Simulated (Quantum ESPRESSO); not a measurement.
# KCl (Fm-3m): a volume series of phonon spectra, part 3 of 8

Which modes of KCl drive its thermal expansion?

Experimental results on record:
- volume expansion coefficient 111.3 1e-6/K and heat capacity C_P per formula unit 51.7 J/mol/K near room temperature (given in “High-Throughput Prediction of Finite-Temperature Properties using the Quasi-Harmonic Approximation”, 2016, arXiv:1603.06924)
- volume expansion coefficient 114.9 1e-6/K near room temperature (given in “Descriptors for thermal expansion in solids”, 2017, arXiv:1701.03966)

Quantum ESPRESSO 7.5; DFT LDA, scalar-relativistic, plane waves, PseudoDojo norm-conserving pseudopotentials.

So far. Step 2 (Probe on a coarse mesh): The start is under -2.0 GPa at this level and looks like an insulator or semiconductor on this mesh. Step 3 (Relaxation): After the last step pw.x solved the final cell once more on a basis chosen for it, which moves the energy without moving the atoms.

### 4. Ground state at this cell

A tight ground state at this cell gives the energy of this member; its pressure is the stress at this cutoff, which can carry an offset from the finite basis.

scf.in reads:

```
&CONTROL
  calculation = 'scf'
  prefix      = 'x'
  outdir      = './tmp'
  pseudo_dir  = './pseudo'
  tprnfor     = .true.
  tstress     = .true.
/
&SYSTEM
  ibrav       = 0
  nat         = 2
  ntyp        = 2
  ecutwfc     = 72.0
  occupations = 'fixed'
  nbnd        = 10
/
&ELECTRONS
  conv_thr         = 1.0d-12
  mixing_beta      = 0.7
  electron_maxstep = 100
/
ATOMIC_SPECIES
 K      39.0983  K.upf
 Cl     35.4500  Cl.upf
CELL_PARAMETERS angstrom
     0.000000000    3.037482047    3.037482047
     3.037482047    0.000000000    3.037482047
     3.037482047    3.037482047    0.000000000
ATOMIC_POSITIONS crystal
 K      0.000000000   0.000000000   0.000000000
 Cl     0.500000000   0.500000000   0.500000000
K_POINTS automatic
 6 6 6 0 0 0
```

Command:

```
> OMP_NUM_THREADS=1 mpirun -n 4 pw.x -nk 4 -in scf.in > scf.out
```

Output:

```text
[banner, memory and clock lines left out]
Program PWSCF v.7.5

     Message from routine setup:
     using ibrav=0 with symmetry is DISCOURAGED, use correct ibrav instead

     G-vector sticks info

     bravais-lattice index     =            0
     lattice parameter (alat)  =       8.1176  a.u.
     unit-cell volume          =     378.2403 (a.u.)^3
     number of atoms/cell      =            2
     number of atomic types    =            2
     number of electrons       =        16.00
     number of Kohn-Sham states=           10
     kinetic-energy cutoff     =      72.0000  Ry
     charge density cutoff     =     288.0000  Ry
     scf convergence threshold =      1.0E-12
     mixing beta               =       0.7000
     number of iterations used =            8  plain     mixing
     Exchange-correlation= SLA  PW   NOGX NOGC
                           (   1   4   0   0   0   0   0)

     celldm(1)=   8.117599  celldm(2)=   0.000000  celldm(3)=   0.000000
     celldm(4)=   0.000000  celldm(5)=   0.000000  celldm(6)=   0.000000

     crystal axes: (cart. coord. in units of alat)
               a(1) = (   0.000000   0.707107   0.707107 )
               a(2) = (   0.707107   0.000000   0.707107 )
               a(3) = (   0.707107   0.707107   0.000000 )

     reciprocal axes: (cart. coord. in units 2 pi/alat)
               b(1) = ( -0.707107  0.707107  0.707107 )
               b(2) = (  0.707107 -0.707107  0.707107 )
               b(3) = (  0.707107  0.707107 -0.707107 )

     PseudoPot. # 1 for K  read from file:
     ./pseudo/K.upf
     Pseudo is Norm-conserving + core correction, Zval =  9.0
     Using radial grid of 2170 points,  6 beta functions with:
                l(1) =   0
                l(2) =   0
                l(3) =   1
                l(4) =   1
                l(5) =   2
                l(6) =   2

     PseudoPot. # 2 for Cl read from file:
     ./pseudo/Cl.upf
     Pseudo is Norm-conserving + core correction, Zval =  7.0
     Using radial grid of 1016 points,  6 beta functions with:
                l(1) =   0
                l(2) =   0
                l(3) =   1
                l(4) =   1
                l(5) =   2
                l(6) =   2

     atomic species   valence    mass     pseudopotential
     K                 9.00    39.09830     K ( 1.00)
     Cl                7.00    35.45000     Cl( 1.00)

     48 Sym. Ops., with inversion, found

   Cartesian axes

     site n.     atom                  positions (alat units)
         1        K      tau(   1) = (   0.0000000   0.0000000   0.0000000  )
         2        Cl     tau(   2) = (   0.7071068   0.7071068   0.7071068  )

     number of k points=    16
                       cart. coord. in units 2pi/alat
        k(    1) = (   0.0000000   0.0000000   0.0000000), wk =   0.0092593
        k(    2) = (   0.1178511   0.1178511  -0.1178511), wk =   0.0740741
        k(    3) = (   0.2357023   0.2357023  -0.2357023), wk =   0.0740741
        k(    4) = (  -0.3535534  -0.3535534   0.3535534), wk =   0.0370370
        k(    5) = (   0.2357023   0.0000000  -0.0000000), wk =   0.0555556
        k(    6) = (   0.3535534   0.1178511  -0.1178511), wk =   0.2222222
        k(    7) = (  -0.2357023  -0.4714045   0.4714045), wk =   0.2222222
        k(    8) = (  -0.1178511  -0.3535534   0.3535534), wk =   0.2222222
        k(    9) = (   0.0000000  -0.2357023   0.2357023), wk =   0.1111111
        k(   10) = (   0.4714045   0.0000000  -0.0000000), wk =   0.0555556
        k(   11) = (  -0.1178511  -0.5892557   0.5892557), wk =   0.2222222
        k(   12) = (  -0.0000000  -0.4714045   0.4714045), wk =   0.1111111
        k(   13) = (  -0.7071068   0.0000000   0.0000000), wk =   0.0277778
        k(   14) = (  -0.2357023  -0.4714045   0.7071068), wk =   0.2222222
        k(   15) = (  -0.1178511  -0.3535534   0.5892557), wk =   0.2222222
        k(   16) = (  -0.7071068   0.2357023   0.0000000), wk =   0.1111111

     Dense  grid:    30923 G-vectors     FFT dimensions: (  45,  45,  45)

     Initial potential from superposition of free atoms

     starting charge      15.9839, renormalised to      16.0000
     Starting wfcs are    9 randomized atomic wfcs +    1 random wfcs

     per-process dynamical memory:    25.4 Mb

     Self-consistent Calculation

     iteration #  1     ecut=    72.00 Ry     beta= 0.70
     Davidson diagonalization with overlap
     ethr =  1.00E-02,  avg # of iterations =  6.2

     Threshold (ethr) on eigenvalues was too large:
     Diagonalizing with lowered threshold

     Davidson diagonalization with overlap
     ethr =  3.80E-04,  avg # of iterations =  3.7

     total energy              =     -92.91204494 Ry
     estimated scf accuracy    <       0.05775085 Ry

     iteration #  2     ecut=    72.00 Ry     beta= 0.70
     Davidson diagonalization with overlap
     ethr =  3.61E-04,  avg # of iterations =  2.7

     total energy              =     -92.92922273 Ry
     estimated scf accuracy    <       0.01839644 Ry

     iteration #  3     ecut=    72.00 Ry     beta= 0.70
     Davidson diagonalization with overlap
     ethr =  1.15E-04,  avg # of iterations =  2.4

     total energy              =     -92.93315298 Ry
     estimated scf accuracy    <       0.00021588 Ry

     iteration #  4     ecut=    72.00 Ry     beta= 0.70
     Davidson diagonalization with overlap
     ethr =  1.35E-06,  avg # of iterations =  7.3

     total energy              =     -92.93323575 Ry
     estimated scf accuracy    <       0.00001002 Ry

     iteration #  5     ecut=    72.00 Ry     beta= 0.70
     Davidson diagonalization with overlap
     ethr =  6.26E-08,  avg # of iterations =  3.0

     total energy              =     -92.93323890 Ry
     estimated scf accuracy    <       0.00000031 Ry

     iteration #  6     ecut=    72.00 Ry     beta= 0.70
     Davidson diagonalization with overlap
     ethr =  1.94E-09,  avg # of iterations =  3.9

     total energy              =     -92.93323900 Ry
     estimated scf accuracy    <       0.00000015 Ry

     iteration #  7     ecut=    72.00 Ry     beta= 0.70
     Davidson diagonalization with overlap
     ethr =  9.45E-10,  avg # of iterations =  2.0

     total energy              =     -92.93323903 Ry
     estimated scf accuracy    <          4.3E-10 Ry

     iteration #  8     ecut=    72.00 Ry     beta= 0.70
     Davidson diagonalization with overlap
     ethr =  2.71E-12,  avg # of iterations =  5.7

     total energy              =     -92.93323903 Ry
     estimated scf accuracy    <          3.4E-11 Ry

     iteration #  9     ecut=    72.00 Ry     beta= 0.70
     Davidson diagonalization with overlap
     ethr =  2.13E-13,  avg # of iterations =  2.8

     total energy              =     -92.93323903 Ry
     estimated scf accuracy    <          6.5E-12 Ry

     iteration # 10     ecut=    72.00 Ry     beta= 0.70
     Davidson diagonalization with overlap
     ethr =  1.00E-13,  avg # of iterations =  2.0

     End of self-consistent calculation

          k = 0.0000 0.0000 0.0000 (  3839 PWs)   bands (ev):

   -25.2460 -10.7777  -8.9036  -8.9036  -8.9036   1.4050   1.4050   1.4050
     6.5210   9.5051

          k = 0.1179 0.1179-0.1179 (  3879 PWs)   bands (ev):

   -25.2409 -10.8461  -8.9069  -8.9069  -8.8173   0.9979   1.2855   1.2855
     7.2399   9.3338

          k = 0.2357 0.2357-0.2357 (  3897 PWs)   bands (ev):

   -25.2307 -10.9687  -8.9135  -8.9135  -8.6574   0.3466   1.0632   1.0632
     8.4546   9.5757

          k =-0.3536-0.3536 0.3536 (  3852 PWs)   bands (ev):

   -25.2256 -11.0246  -8.9167  -8.9167  -8.5822   0.0693   0.9591   0.9591
     8.8778  10.0713

          k = 0.2357 0.0000-0.0000 (  3899 PWs)   bands (ev):

   -25.2393 -10.8392  -8.9261  -8.9261  -8.8029   0.8612   1.3201   1.3201
     7.3749   8.7655

          k = 0.3536 0.1179-0.1179 (  3903 PWs)   bands (ev):

   -25.2310 -10.8905  -8.9408  -8.9372  -8.7500   0.5058   1.1096   1.1753
     8.3533   8.6940

          k =-0.2357-0.4714 0.4714 (  3896 PWs)   bands (ev):

   -25.2242 -10.9435  -8.9622  -8.9364  -8.6836   0.2743   0.9178   1.0069
     8.8727   9.7500

          k =-0.1179-0.3536 0.3536 (  3891 PWs)   bands (ev):

   -25.2259 -10.9486  -8.9790  -8.9172  -8.6622   0.2912   0.9750   0.9962
     8.9513   9.6049

          k = 0.0000-0.2357 0.2357 (  3889 PWs)   bands (ev):

   -25.2342 -10.9023  -8.9520  -8.9025  -8.7260   0.6049   1.1089   1.2099
     8.0900   9.0998

          k = 0.4714 0.0000-0.0000 (  3924 PWs)   bands (ev):

   -25.2263 -10.7843  -8.9716  -8.9716  -8.9094   0.5291   1.1954   1.1954
     7.8083   8.8480

          k =-0.1179-0.5893 0.5893 (  3914 PWs)   bands (ev):

   -25.2214 -10.7569  -9.0634  -8.9753  -8.8965   0.6027   0.9705   1.1031
     7.9589   9.8971

          k =-0.0000-0.4714 0.4714 (  3893 PWs)   bands (ev):

   -25.2212 -10.8438  -9.0700  -8.9483  -8.7656   0.5278   0.8202   0.9948
     8.8539   9.9986

          k =-0.7071 0.0000 0.0000 (  3892 PWs)   bands (ev):

   -25.2200 -10.6448  -9.1390  -8.9946  -8.9946   0.6445   1.1515   1.1515
     7.4471   9.8527

          k =-0.2357-0.4714 0.7071 (  3915 PWs)   bands (ev):

   -25.2244 -10.8615  -9.0043  -8.9610  -8.7642   0.4608   0.9919   1.0443
     8.5928   9.3115

          k =-0.1179-0.3536 0.5893 (  3916 PWs)   bands (ev):

   -25.2212 -10.8439  -9.0301  -9.0009  -8.7528   0.5165   0.8733   0.9524
     9.1750   9.4334

          k =-0.7071 0.2357 0.0000 (  3922 PWs)   bands (ev):

   -25.2198 -10.7430  -9.1029  -9.0307  -8.8337   0.7363   0.8638   0.9831
     8.3020  10.2725

     highest occupied, lowest unoccupied level (ev):     1.4050    6.5210

!    total energy              =     -92.93323903 Ry
     estimated scf accuracy    <          1.1E-13 Ry

     The total energy is the sum of the following terms:
     one-electron contribution =     -26.10182471 Ry
     hartree contribution      =      18.50538444 Ry
     xc contribution           =     -21.45724819 Ry
     ewald contribution        =     -63.87955058 Ry

     convergence has been achieved in  10 iterations

     Forces acting on atoms (cartesian axes, Ry/au):

     atom    1 type  1   force =    -0.00000000   -0.00000000    0.00000000
     atom    2 type  2   force =     0.00000000    0.00000000    0.00000000

     Total force =     0.000000     Total SCF correction =     0.000000

     Computing stress (Cartesian axis) and pressure

          total   stress  (Ry/bohr**3)                   (kbar)     P=       -0.05
  -0.00000033   0.00000000   0.00000000           -0.05        0.00        0.00
   0.00000000  -0.00000033  -0.00000000            0.00       -0.05       -0.00
  -0.00000000   0.00000000  -0.00000033           -0.00        0.00       -0.05

     XML data file, charge density, pseudopotentials, collected wavefunctions
```

The job ended after 3 s (4 MPI ranks of Intel Xeon 6975P-C (Granite Rapids), shared host).

On a basis chosen for the relaxed cell the pressure is -0.005 GPa, small enough for phonons.

[end of part 3 of 8]

[Logs are printed without paths, hosts, clocks, repeated set-up lines and the standing remarks that a program may print on its own settings, such as how far it seeks lower states.]

[Hosts, paths, dates, database ids (printed as entryN), source tags and the programs' standing remarks are cut or masked in the printed files.]

[A step with changed settings may run another functional than the one named; its input shows which.]

[Of the runs on displaced cells, only some may be shown.]
